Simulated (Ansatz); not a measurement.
**How cost and error scale: twisted h-AlN/h-SiC alternating trilayer, 38.21° (42 atoms) repeated**

Aim: repeat one cell of twisted h-AlN/h-SiC alternating trilayer, 38.21° (42 atoms) to ever larger supercells at Γ and follow error, time and memory.

Program: Ansatz 0.2.0. Level of theory: Kohn-Sham DFT, PBE+D4, PAW (set soft_2), plane waves. Results are calculated unless marked as measured.

### Step 1. Starting point

The cell holds 42 atoms: 14 Al, 14 N, 7 Si and 7 C. Cell: a = 8.242 Å, b = 8.242 Å, c = 20.350 Å, α = 90.0°, β = 90.0°, γ = 120.0°. It derives from AlN and SiC. h-AlN (a = 3.13 Å) under h-SiC (a = 3.1 Å), alternating trilayer, commensurate cell of 7 unit cells a layer, twist 38.21 deg, both strained to the mean lattice constant; facing planes 3.16, 3.19 Å apart; 14 Å of vacuum; layers as built, displaced by a Gaussian of 0.01 Å. Regions: layer 1, 14 atoms (7 Al and 7 N); layer 2, 14 atoms (7 Si and 7 C); layer 3, 14 atoms (7 Al and 7 N). Vacuum lies along c.

Structure file:

```xyz
42
Lattice="8.2415 0.0000 0.0000 -4.1208 7.1373 0.0000 0.0000 0.0000 20.3500" Properties=species:S:1:pos:R:3
Al    0.5781    1.7132    6.9947
N     1.7652    0.3671    6.9976
Al   -0.0021    4.7538    6.9998
N     1.1686    3.4138    6.9882
Al    3.5344    0.6608    6.9833
N     0.6074    6.4576    6.9896
Al    2.9506    3.7504    7.0024
N     4.1218    2.3899    7.0000
Al    2.3591    6.7843    6.9978
N     3.5339    5.4257    6.9882
Al    5.8678    2.7122    7.0130
N     7.0567    1.3650    6.9963
Al   -2.9461    5.7859    7.0305
N    -1.7585    4.4057    7.0126
Si    4.7257    0.6818   10.1544
C     4.1261    2.3912   10.1575
Si    2.3668    2.7096   10.1616
C     1.7477    4.4332   10.1538
Si   -2.3497    6.7880   10.1640
C     1.1804    1.3796   10.1620
Si   -0.0042    4.7551   10.1683
C    -0.5707    6.4611   10.1630
Si   -0.5852    1.6941   10.1483
C    -1.1690    3.4016   10.1699
Si    2.9223    5.7625   10.1538
C     6.4592    0.3349   10.1512
Si    5.2920    3.7308   10.1540
C     4.6889    5.4318   10.1669
Al    0.5899    1.7131   13.3468
N     1.7734    0.3150   13.3510
Al    0.0112    4.7413   13.3628
N     1.1608    3.3894   13.3451
Al    3.5264    0.6696   13.3514
N     0.5866    6.4588   13.3573
Al    2.9638    3.7299   13.3413
N     4.1076    2.3712   13.3341
Al    2.3559    6.7897   13.3437
N     3.5270    5.4405   13.3421
Al    5.8832    2.7097   13.3571
N     7.0792    1.3539   13.3524
Al   -2.9440    5.7581   13.3612
N    -1.7573    4.4242   13.3319
```

Limits known from the start: Beside vacuum, support functions can miss their usual error bounds without a warning.

### Step 2. Plane waves, typed cell on a dense mesh

The typed cell on a k-mesh is the yardstick: it samples like Γ on the cell repeated as often as the mesh has points along each axis. Its own convergence isn't tested.

input.yaml

```yaml
crystal:
  lattice:
    - [8.2415, 0.0, 0.0]
    - [-4.12075, 7.13735, 0.0]
    - [0.0, 0.0, 20.35]
  atoms:
    - { symbol: Al, position: [0.19017, 0.24004, 0.34372] }
    - { symbol: "N", position: [0.2399, 0.05143, 0.34386] }
    - { symbol: Al, position: [0.33277, 0.66604, 0.34397] }
    - { symbol: "N", position: [0.38095, 0.4783, 0.3434] }
    [... 32 atom lines left out ...]
    - { symbol: Al, position: [0.7615, 0.95129, 0.65571] }
    - { symbol: "N", position: [0.80909, 0.76226, 0.65563] }
    - { symbol: Al, position: [0.90368, 0.37965, 0.65637] }
    - { symbol: "N", position: [0.95382, 0.18969, 0.65614] }
    - { symbol: Al, position: [0.04616, 0.80675, 0.65657] }
    - { symbol: "N", position: [0.0967, 0.61986, 0.65513] }
kpoints:
  mp_grid: { grid: [3, 3, 1] }
hamiltonian:
  xc: pbe
  dispersion: d4
scf:
  occupations: { method: fixed }
output:
  forces: true
  populations: true
  dos:
    method: { smearing: { sigma: 0.08 } }
    de: 0.1
    projected:
      site_lists:
        Al: [Al]
        C: [C]
        "N": ["N"]
        Si: [Si]
        layer_1: [0, 1, 2, 3, 4, 5, 6, 7, 8, 9, 10, 11, 12, 13]
        layer_2: [14, 15, 16, 17, 18, 19, 20, 21, 22, 23, 24, 25, 26, 27]
        layer_3: [28, 29, 30, 31, 32, 33, 34, 35, 36, 37, 38, 39, 40, 41]
  eigenvalues: true
```

The run is started by

```bash
$ ansatz run input.yaml --threads 4 --pin off --max-ram 15872MiB --backend cpu --events-out ev --progress --plain --runs-dir out
```

Numbers of over 12 decimals in the logs are rounded to 6 here.

Log:

```text
Engine: ansatz 0.2.0, aarch64-unknown-linux-gnu
Pseudopotentials: kind: paw
Pseudopotential: Al, paw, valence charge 3, recommended cutoff 420 eV (normal), Al.paw.azcp
Pseudopotential: N, paw, valence charge 5, recommended cutoff 420 eV (normal), N.paw.azcp
Pseudopotential: Si, paw, valence charge 4, recommended cutoff 420 eV (normal), Si.paw.azcp
Pseudopotential: C, paw, valence charge 4, recommended cutoff 420 eV (normal), C.paw.azcp
[... 5 lines on functional and potentials left out ...]
Crystal: 42 atoms, lattice volume = 1197.037 Å³
Basis set: ecut = 420 eV, 23439 PW (Γ), exchange–correlation on 120×120×288 points (8 copies of the dense FFT grid, shifted against one another)
Bands: 126, of which v1, the nominal top of the filled ones, is band 84 counted from 1 (83 counted from 0)
Symmetry: 1 space group operations
Space group: P1 (ITA 1), of the structure as read, at distance tolerance 1.1e-4 Å
k-points: 5 of 9 (time reversal used)
[... 9 lines on functional and potentials left out ...]
Initial density: superposition of atomic densities (neutral atoms: chi_scale 0, normalization atom), corrected by the library's trained network
Initial wavefunctions: pseudopotential atomic-orbital guess
Functional: x = pbe(κ = 0.804, μ = 0.219515), c = pbe(β = 0.066725)
SCF iter   1: F=—  HF=-19136.604446 eV  |F-HF|=—  |Δ(HF+E_count)|=         —  Δρ=2.14e-3  dr2=1.49e-1  ethr=1.77e-3  ⟨swp⟩=5.6  Hψ=2643  notcnv=0  defer=196
preconditioner: auto → Resta (q_TF=auto, 1.967 Å⁻¹)  ε∞=2.7  [insulator: Δε(μ)=1.622 eV  Ē_g=10.730 eV  n_scr=162 (ndim 8)  ℏωp=13.9 eV  f_vac=0.487  ε∞_Penn≈2.7  vacuum switching on, ρ_ref=8.4e-3 e/Å³]
SCF iter   2: F=—  HF=-19136.591592 eV  |F-HF|=—  |Δ(HF+E_count)|=   1.29e-2  Δρ=1.18e-3  dr2=1.90e-2  ethr=8.87e-5  ⟨swp⟩=2.2  Hψ=982  notcnv=0  defer=200
SCF iter   3: F=—  HF=-19136.596205 eV  |F-HF|=—  |Δ(HF+E_count)|=   4.61e-3  Δρ=5.64e-4  dr2=4.50e-3  ethr=1.13e-5  ⟨swp⟩=2.4  Hψ=781  notcnv=0  defer=200
SCF iter   4: F=—  HF=-19136.596706 eV  |F-HF|=—  |Δ(HF+E_count)|=   5.01e-4  Δρ=2.05e-4  dr2=5.66e-4  ethr=2.68e-6  ⟨swp⟩=2.2  Hψ=831  notcnv=0  defer=200
SCF iter   5: F=—  HF=-19136.596790 eV  |F-HF|=—  |Δ(HF+E_count)|=   8.40e-5  Δρ=5.64e-5  dr2=3.21e-5  ethr=3.37e-7  ⟨swp⟩=2.0  Hψ=843  notcnv=0  defer=197
SCF iter   6: F=—  HF=-19136.597385 eV  |F-HF|=—  |Δ(HF+E_count)|=   5.95e-4  Δρ=3.50e-5  dr2=1.58e-5  ethr=1.91e-8  ⟨swp⟩=2.0  Hψ=974  notcnv=0  defer=193
SCF iter   7: F=—  HF=-19136.597386 eV  |F-HF|=—  |Δ(HF+E_count)|=   8.77e-7  Δρ=5.26e-6  dr2=3.11e-7  ethr=9.40e-9  ⟨swp⟩=2.0  Hψ=832  notcnv=0  defer=193
SCF iter   8: F=-19136.597387 eV  HF=-19136.597387 eV  |F-HF|=7.55e-9  |Δ(HF+E_count)|=   2.75e-7  Δρ=1.89e-6  dr2=4.31e-8  ethr=5.95e-11  ⟨swp⟩=28.6  Hψ=6036  notcnv=0
WARN: dispersion: an atom stands within reach of a switch of its C6 between two reference coordination numbers of its element: through that C6 alone, e_disp changes by 0.025 eV or more while the distances to its neighbours run over a stretch of 0.05 Å that contains this geometry (sites counted from 0 in the run's list of atoms or, [...]
SCF 1 converged in 8 iterations: F = -19136.597387 eV  dr2 = 4.31e-8
  greatest PAW one-centre occupation: 0.793 electrons in one spin orbital (limit 2), on the N atom at site 9 (counted from 0), in its partial waves of l = 0
SCF converged after 8 iterations
Free energy (F): -19136.597387 eV
Harris-Foulkes:  -19136.597387 eV  (|F-HF|=7.55e-9)
Internal energy: -19136.597387 eV  (E = F + TS)
E sigma→0 (E₀):  -19136.597387 eV
Fermi energy:    0.080245 eV
--- Per-component energies (eV) ---
  E_band       = -928.542642
  E_kinetic    = 3112.359465
  E_local      = -49896.486519  (includes V_loc(G=0)·N_el)
  E_nonlocal   = 1153.430312
  E_hartree    = 23661.381537
  E_xc         = -2130.834497
  E_vxc        = -2230.262676  (∫ρ·V_xc dr)
  E_paw        = -12617.402780  (= ΣΔE_a)
  E_vpaw       = -390.353125  (= ΣTr[D̂ρ^β])
  E_aug_tail   = 0.001426  (compensation charges beyond the density's cutoff)
  E_ewald      = 17590.229475
  E_disp       = -9.275805  (pairwise vdW)
  E_smearing   = -0.000000  (= −TS)
  E_closure    = 0.000000  (closes the sum)
  Σ components = -19136.597387   (vs F -19136.597387, Δ=0.00e0)
--- Forces (eV/Å), atoms counted from 1 ---
  atom   1  Al     0.13826625     0.19467934     0.13222174
  atom   2  N     -0.06138043    -0.74840079    -0.08318946
  atom   3  Al     0.00273640     0.33876644    -0.11690027
  atom   4  N      0.44585254    -0.39694905    -0.20161371
  atom   5  Al     0.15010570     0.58129446    -0.03411809
  atom   6  N     -0.34537016    -0.17583018    -0.23604484
  atom   7  Al    -0.47996383    -0.48240394    -0.16673681
  atom   8  N     -0.47510349    -0.56514321    -0.39332389
  atom   9  Al     0.15477151     0.42120726     0.12162318
  atom  10  N      0.01434329     0.54764900    -0.03936514
  atom  11  Al     0.49501234     0.16331956    -0.19186764
  atom  12  N      0.13612095    -0.19198341    -0.05487850
  atom  13  Al     0.33032850    -0.19104131     0.02697474
  atom  14  N     -0.52093405     0.48389507    -0.16939340
[...]
atom  41  Al    -0.05861601     0.21818874    -0.25993645
  atom  42  N     -0.21822387    -0.51485968     0.32750352
  max |Σ_I F_I| component: 2.53e-5 eV/Å
--- Band table (eV; the first three rows and the last of 5) ---
  k-point 0: bands = ["-14.4432", "-14.3159", "-13.8161", "-13.2411", [... 110 levels ...], "5.8012", "5.9053", "5.9614", "6.0292", "6.2442", "6.3827", "6.4161", "6.5449", "6.5762", "6.9590", "7.0746", "7.1160"]
[...]
--- Löwdin populations: 42 sites ---
  site symbol       q [e]
     0     Al      1.8540
     1      N      6.0790
     2     Al      1.8632
[...]
41      N      6.0800
  spilling = 0.010267 (of n_electrons = 168.000000)
```

Elapsed: 47 s, on 4 threads of Arm Neoverse V1, shared host; peak memory 3.1 GiB.

The program notes that the dispersion model switches parameters near this geometry.

Numbers from this run:

- free energy: -19136.5974 eV
- free energy per atom: -455.6333 eV/atom
- SCF cycles: 8
- r.m.s. force component: 0.3597 eV/Å
- longest force: 1.077 eV/Å
- Fermi energy: 0.08024 eV
- gap (highest filled to lowest empty level): 1.556 eV
- spilling of the projection: 0.01027

The r.m.s. force component of 0.36 eV/Å sets the scale for the differences below.

### Step 3. Plane waves, 42 atoms

The typed cell is solved at Γ alone, the coarsest sampling of the series.

input.yaml, the sections that differ from step 2:

```yaml
kpoints:
  mp_grid: { grid: [1, 1, 1] }
output:
  forces: true
  eigenvalues: true
# crystal, hamiltonian, scf: as in step 2
```

Elapsed: 4.4 s, on 4 threads; peak memory 0.98 GiB; 16 s of CPU time.

It converged in 9 SCF cycles; the log is left out.

The energy lies 37.0 meV/atom below the dense-mesh reference.

### Step 4. Support functions, 42 atoms

The typed cell is solved at Γ alone, now in support functions.

This step: Kohn-Sham DFT, PBE+D4, PAW (set soft_2), localised support functions (medium) (Ansatz 0.2.0).

input.yaml: that of step 3 with these lines changed.

```diff
@@ -14,2 +14,5 @@
   occupations: { method: fixed }
+  eigensolver: { kind: { support_functions: { accuracy: medium } } }
+  mixing: { beta: 0.4 }
+  max_iter: 150
 output:
```

It took 88 s on 4 threads; peak memory 2.9 GiB.

The program notes that the band table was not solved further than the SCF left it and it switched symmetry off.

It converged in 16 SCF cycles; the log is left out.

The energy lies 39.5 meV/atom below the dense-mesh reference, and 2.5 meV/atom below plane waves of the same size, an offset between the two bases that leaves the sampling error alike.

### Step 5. Plane waves, 168 atoms

The cell is repeated and solved at Γ in plane waves, whose cost grows towards the cube of the size.

This step: Kohn-Sham DFT, PBE+D4, PAW (set soft_2), plane waves (Ansatz 0.2.0).

input.yaml, the sections that differ from step 4:

```yaml
crystal:
  lattice:
    - [8.2415, 0.0, 0.0]
    - [-4.12075, 7.13735, 0.0]
    - [0.0, 0.0, 20.35]
  atoms:
    [... the 42 atom lines of step 2 ...]
  supercell: [2, 2, 1]
scf:
  occupations: { method: fixed }
# kpoints, hamiltonian, output: as in step 4
```

Log:

```text
[...]
Crystal: 168 atoms, lattice volume = 4788.149 Å³
Basis set: ecut = 420 eV, 93633 PW (Γ), exchange–correlation on 240×240×288 points (8 copies of the dense FFT grid, shifted against one another)
Bands: 504, of which v1, the nominal top of the filled ones, is band 336 counted from 1 (335 counted from 0)
Symmetry: 4 space group operations
[...]
k-points: 1
[...]
SCF iter   1: F=—  HF=-76546.289636 eV  |F-HF|=—  |Δ(HF+E_count)|=         —  Δρ=2.10e-3  dr2=5.61e-1  ethr=1.77e-3  ⟨swp⟩=5.0  Hψ=2009  notcnv=0  defer=165
[...]
SCF iter   3: F=—  HF=-76546.284638 eV  |F-HF|=—  |Δ(HF+E_count)|=   1.87e-2  Δρ=5.72e-4  dr2=1.85e-2  ethr=1.11e-5  ⟨swp⟩=2.0  Hψ=681  notcnv=0  defer=51
automatic band count: iteration 3 solves 389 bands in place of 504: the levels show a gap, and the empty bands left out lie too high to hold charge; the band table lists the bands solved (type scf.n_extra_bands for more)
SCF iter   4: F=—  HF=-76546.286280 eV  |F-HF|=—  |Δ(HF+E_count)|=   1.64e-3  Δρ=2.01e-4  dr2=2.19e-3  ethr=2.76e-6  ⟨swp⟩=2.0  Hψ=680  notcnv=0  defer=51
[...]
SCF iter   9: F=-76546.289617 eV  HF=-76546.289617 eV  |F-HF|=1.70e-8  |Δ(HF+E_count)|=   4.04e-8  Δρ=7.84e-7  dr2=3.61e-8  ethr=1.49e-11  ⟨swp⟩=22.0  Hψ=2230  notcnv=0
[...]
SCF 1 converged in 9 iterations: F = -76546.289617 eV  dr2 = 3.61e-8
[...]
SCF converged after 9 iterations
Free energy (F): -76546.289617 eV
[...]
Internal energy: -76546.289617 eV  (E = F + TS)
E sigma→0 (E₀):  -76546.289617 eV
Fermi energy:    0.116887 eV
[...]
Σ components = -76546.289617   (vs F -76546.289617, Δ=0.00e0)
--- Forces (eV/Å), atoms counted from 1 ---
  atom   1  Al     0.13853821     0.19366489     0.13714962
  atom   2  N     -0.06041472    -0.74651446    -0.08547583
  atom   3  Al     0.00285402     0.33900315    -0.11066843
  atom   4  N      0.44372040    -0.39718300    -0.20156863
  atom   5  Al     0.14843847     0.58385918    -0.03297651
  atom   6  N     -0.34424807    -0.17768412    -0.23616932
  [... forces on the other 162 atoms ...]
  max |Σ_I F_I| component: 1.41e-5 eV/Å
--- Band table (eV) ---
[... left out ...]
```

Elapsed: 80 s, on 4 threads; peak memory 6.3 GiB.

The program repeats the typed cell 2×2×1 times, 168 atoms in all; totals in the log are those of the whole repeated cell, and force differences are taken after averaging over the copies of each atom.

The energy lies 0.595 meV/atom above the dense-mesh reference.

### Step 6. Support functions, 168 atoms

The repeated cell is solved at Γ in support functions.

This step: Kohn-Sham DFT, PBE+D4, PAW (set soft_2), localised support functions (medium) (Ansatz 0.2.0).

input.yaml: that of step 5 with these lines changed.

```diff
@@ -15,2 +15,5 @@
   occupations: { method: fixed }
+  eigensolver: { kind: { support_functions: { accuracy: medium } } }
+  mixing: { beta: 0.4 }
+  max_iter: 150
 output:
```

Run time: 5.4 min. Hardware: 4 threads; peak memory 8.2 GiB; 21 min of CPU time.

The program repeats the typed cell 2×2×1 times, 168 atoms in all; totals in the log are those of the whole repeated cell, and force differences are taken after averaging over the copies of each atom.

It converged in 14 SCF cycles; the log is left out.

The energy lies 1.97 meV/atom below the dense-mesh reference, and 2.6 meV/atom below plane waves of the same size, an offset between the two bases that leaves the sampling error alike.

(Continued in part 2 of 2.)

[Logs are printed without paths, hosts, clocks, repeated set-up lines and the standing remarks that a program may print on its own settings, such as how far it seeks lower states.]

[Hosts, paths, dates, database ids (printed as entryN), source tags and the programs' standing remarks are cut or masked in the printed files.]
